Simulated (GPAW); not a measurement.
# A GW chain in GPAW: OsBr2 (1T monolayer), part 2 of 2

How does a plane-wave GW calculation on OsBr2 (1T monolayer) run from the first input to the gap?

GPAW 26.7.0; PBE and many-body steps on it, plane waves. Known limits of the many-body steps: not at the basis limit; no spin polarisation; d states lean on the start; no spin-orbit coupling.

So far. Step 4 (Bands along the symmetry lines): The gap is 1.196 eV, +0.013 eV from the run before at this level. Step 5 (Empty states on the mesh, 9×9×1 mesh, 302 bands): On this mesh the gap is 1.183 eV.

### 6. Screening and self-energy, 9×9×1 mesh, 136 bands, screening to 48 eV

Now the one-shot GW correction: screening in the RPA, then the self-energy of the levels asked for.

This step: G0W0 on PBE, plane waves, PAW.

Contents of run.py:

```python
import json
import numpy as np
from gpaw.mpi import world
from gpaw.response.g0w0 import G0W0

gw = G0W0('full.gpw',
    filename='gw',
    kpts=[0, 3],
    bands=(12, 16),
    ecut=48,
    nbands=136,
    truncation='2D',
    integrate_gamma='sphere',
    q0_correction=True,
    frequencies={'type': 'nonlinear', 'domega0': 0.15, 'omega2': 15.0},
    eta=0.1,
    nblocksmax=True)
gw.calculate()
res = {mode: {k: v for k, v in r.items() if k != 'sigma_eskwn'}
       for mode, r in gw.all_results.items()}

if world.rank == 0:
    with open('result.json', 'w') as f:
        json.dump(res, f, default=lambda x: x.tolist())
```

On the command line:

```bash
$ mpirun -n 8 gpaw python run.py
```

Numbers of over 12 decimals in the logs are rounded to 6 here.

The log of the run:

```text
Using integrator: PointIntegrator
NonLinearFrequencyDescriptor(from 0.000 to 91.563 eV, 174 points)
Nonperiodic BCs:  [False False  True]
Using integrator: PointIntegrator
NonLinearFrequencyDescriptor(from 0.000 to 91.563 eV, 174 points)
Nonperiodic BCs:  [False False  True]
Applying analytical 2D correction to W:
    Evaluating Gamma point contribution to W on a 15x15x1 grid
  ___  _ _ _
 |   || | | |
 | | || | | |
 |__ ||_____|
 |___|

BZ k-points: Symmetries present (total): 12

  [... matrices ...]
81 k-points: 9 x 9 x 1 Monkhorst-Pack grid
12 k-points in the irreducible part of the Brillouin zone
       k-points in crystal coordinates                weights
   0:     0.00000000    0.00000000    0.00000000          1/81
   1:     0.11111111    0.00000000    0.00000000          6/81
   2:     0.22222222   -0.11111111    0.00000000          6/81
   3:     0.22222222    0.00000000    0.00000000          6/81
   4:     0.33333333   -0.11111111    0.00000000         12/81
   5:     0.33333333    0.00000000    0.00000000          6/81
   6:     0.33333333    0.33333333    0.00000000          2/81
   7:     0.44444444   -0.22222222    0.00000000          6/81
   8:     0.44444444   -0.11111111    0.00000000         12/81
   9:     0.44444444    0.00000000    0.00000000          6/81
          ...
  11:     0.44444444    0.44444444    0.00000000          6/81

Distributing spins, k-points and bands (1 x 2 x 4) over 1 process
Number of blocks: 8

Quasi particle states:
k-points (IBZ indices): [0, 3]
Band range: (12, 16)
  [... matrices ...]
Computational parameters:
Plane wave cut-off: 48 eV
Number of bands: 136
Coulomb cutoff: 2D
Broadening: 0.1 eV

fxc modes: GW
Kernel: RPA
Using full-frequency real axis integration
Summing all q:

Calculating screened Coulomb potential
2D Coulomb truncation
NonLinearFrequencyDescriptor(from 0.000 to 91.563 eV, 174 points)
Removing empty qpoint cache files...

Calculating chi0 body with:
    Ground state adapter containing:
    Number of spins: 1
    Number of kpoints: 81
    Number of irreducible kpoints: 12
    Number of completely occupied states: 14
    Number of partially occupied states: 14
    Occupied states memory: 5.9814453125 M / cpu

    Linear response parametrization:
    q_c: [0.0, 0.0, 0.0]
    Number of frequency points: 174
    Planewave cutoff: 48.0
    Number of bands: 136
    Number of planewaves: 137
    Broadening (eta): 0.1
    comm.size: 8
    kncomm.size: 1
    blockcomm.size: 8

    Memory estimate of potentially large arrays:
        chi0_wGG: 6.229031 M / cpu
Integrating chi0 body.

Symmetries of q_c:
    Direct symmetries (Uq -> q): 12
    Indirect symmetries (TUq -> q): 0
In total 12 allowed symmetries.

  [... matrices ...]
12 groups of equivalent kpoints. 85.185185% reduction.

Integral kind: spectral function
Integrating chi0 head and wings.

Symmetries of q_c:
    Direct symmetries (Uq -> q): 12
    Indirect symmetries (TUq -> q): 0
In total 12 allowed symmetries.

  [... matrices ...]
12 groups of equivalent kpoints. 85.185185% reduction.

Integral kind: spectral function wings

Calculating chi0 body with:
    Ground state adapter containing:
    Number of spins: 1
    Number of kpoints: 81
    Number of irreducible kpoints: 12
    Number of completely occupied states: 14
    Number of partially occupied states: 14
[... the further q-points ...]

Results:
f:      Occupation numbers
eps:     KS-eigenvalues [eV]
vxc:     KS vxc [eV]
exx:     Exact exchange [eV]
sigma:   Self-energies [eV]
dsigma:  Self-energy derivatives
Z:       Renormalization factors
qp:      QP-energies [eV]

k-point 0 (0): (0.000, 0.000, 0.000)                GW
band       f     eps     vxc     exx   sigma  dsigma       Z      qp
                                                                   GW
  12   1.000  -1.525 -20.740 -24.381   3.644  -0.551   0.645  -1.523
  13   1.000  -0.575 -20.020 -23.379   3.221  -0.450   0.690  -0.670
  14   0.000   2.044 -21.674 -16.760  -3.048  -0.508   0.663   3.282
  15   0.000   2.045 -21.673 -16.760  -3.048  -0.508   0.663   3.282

k-point 1 (3): (0.222, 0.000, 0.000)                GW
band       f     eps     vxc     exx   sigma  dsigma       Z      qp
                                                                   GW
  12   1.000  -0.825 -21.386 -25.048   3.602  -0.448   0.691  -0.866
  13   1.000  -0.168 -21.560 -25.089   3.438  -0.401   0.714  -0.233
  14   0.000   1.015 -19.503 -14.901  -2.916  -0.354   0.739   2.260
  15   0.000   1.717 -21.333 -16.269  -3.166  -0.429   0.700   3.045
```

It took 3.3 min on 8 MPI ranks of Intel Xeon 6975P-C (Granite Rapids), shared host; peak memory 3.5 GiB; 21 min of CPU time.

This step gave:

```yaml
g0w0_gap_on_the_points_computed: 2.493 eV
least_direct_g0w0_gap_on_the_computed_points: 2.493 eV
z_at_the_valence_top: 0.7136
z_at_the_conduction_bottom: 0.7387
starting_gap_on_the_mesh: 1.183 eV
k_of_the_valence_top: 0.2222, 0, 0
k_of_the_conduction_bottom: 0.2222, 0, 0
```

The gap on the mesh goes from 1.18 eV to 2.49 eV, a correction of +1.31 eV.

Limits: finite bands, cutoff and mesh; no spin polarisation; d states lean on the start; no spin-orbit coupling. v1 is the top filled band, c1 the lowest empty one. The levels before and after the correction (eV, zero at the valence-band top of each column):

|  | conduction bottom | valence top |
| --- | --- | --- |
| Kohn-Sham | 1.18 | 0.00 |
| G0W0 | 2.49 | 0.00 |

|  | level | energy (eV) |
| --- | --- | --- |
| Kohn-Sham | (0.222 0 0) v2 | -0.657 |
| Kohn-Sham | (0.222 0 0) v1 | 0.000 |
| Kohn-Sham | (0.222 0 0) c1 | 1.183 |
| Kohn-Sham | (0.222 0 0) c2 | 1.885 |
| G0W0 | (0.222 0 0) v2 | -0.633 |
| G0W0 | (0.222 0 0) v1 | 0.000 |
| G0W0 | (0.222 0 0) c1 | 2.493 |
| G0W0 | (0.222 0 0) c2 | 3.278 |

### 7. Where the time went

Times are wall times on 8 MPI ranks of Intel Xeon 6975P-C (Granite Rapids), shared host, good to a factor of about two.

| step | time | share | memory (GiB) |
| --- | --- | --- | --- |
| relaxation | 53 s | 14 % | 1.8 |
| ground state | 9.1 s | 2 % | 1.4 |
| bands along the symmetry lines | 10 s | 3 % | 1.4 |
| empty states on the mesh | 100 s | 27 % | 9.8 |
| screening and self-energy | 3.3 min | 54 % | 3.5 |

### 8. Outcome

* PBE gap: 1.18 eV, direct
* G0W0 gap on the mesh: 2.49 eV
* GW settings: 9×9×1 mesh, 136 bands, screening to 48 eV, full frequency, Hilbert transform
* known limits: not at the basis limit; no spin polarisation; d states lean on the start; no spin-orbit coupling

What this shows: G0W0 moves the gap on the mesh from 1.18 eV to 2.49 eV (+1.31 eV), with Z of 0.71 and 0.74 at the edges. Only 2 of the mesh's irreducible points were corrected, so a valley elsewhere could overtake. The dearest step here is «screening and self-energy». Bands and cutoff are finite, so the gap is not at the basis limit. The miss can reach some tenths of an eV and take either sign; the mesh is an error of its own. These stock PAW sets were not made for GW; the filled d or f shell of Br lies in the frozen core, which bears on start and correction. In the G0W0 run levels were corrected at 2 k points alone, so a gap called «on the mesh» is the least over those, and an edge elsewhere would be missed. The runs have no spin polarisation. For a closed low-spin shell that is the natural state; where a d or f shell is open it is a constraint, and the gap is then not the crystal's own. With d states at the gap, one-shot GW leans hard on its start. The many-body steps are scalar-relativistic: spin-orbit coupling is not in them.

[Paths, hosts, dates, memory and timing lines, banners, echoed tables and standing remarks are left out of the program output.]

[Logs are printed without paths, hosts, clocks, repeated set-up lines and the standing remarks that a program may print on its own settings, such as how far it seeks lower states.]

[Runs of the session that timed out or met a known fault of the program may be left out.]

[Hosts, paths, dates, database ids (printed as entryN), source tags and the programs' standing remarks are cut or masked in the printed files.]
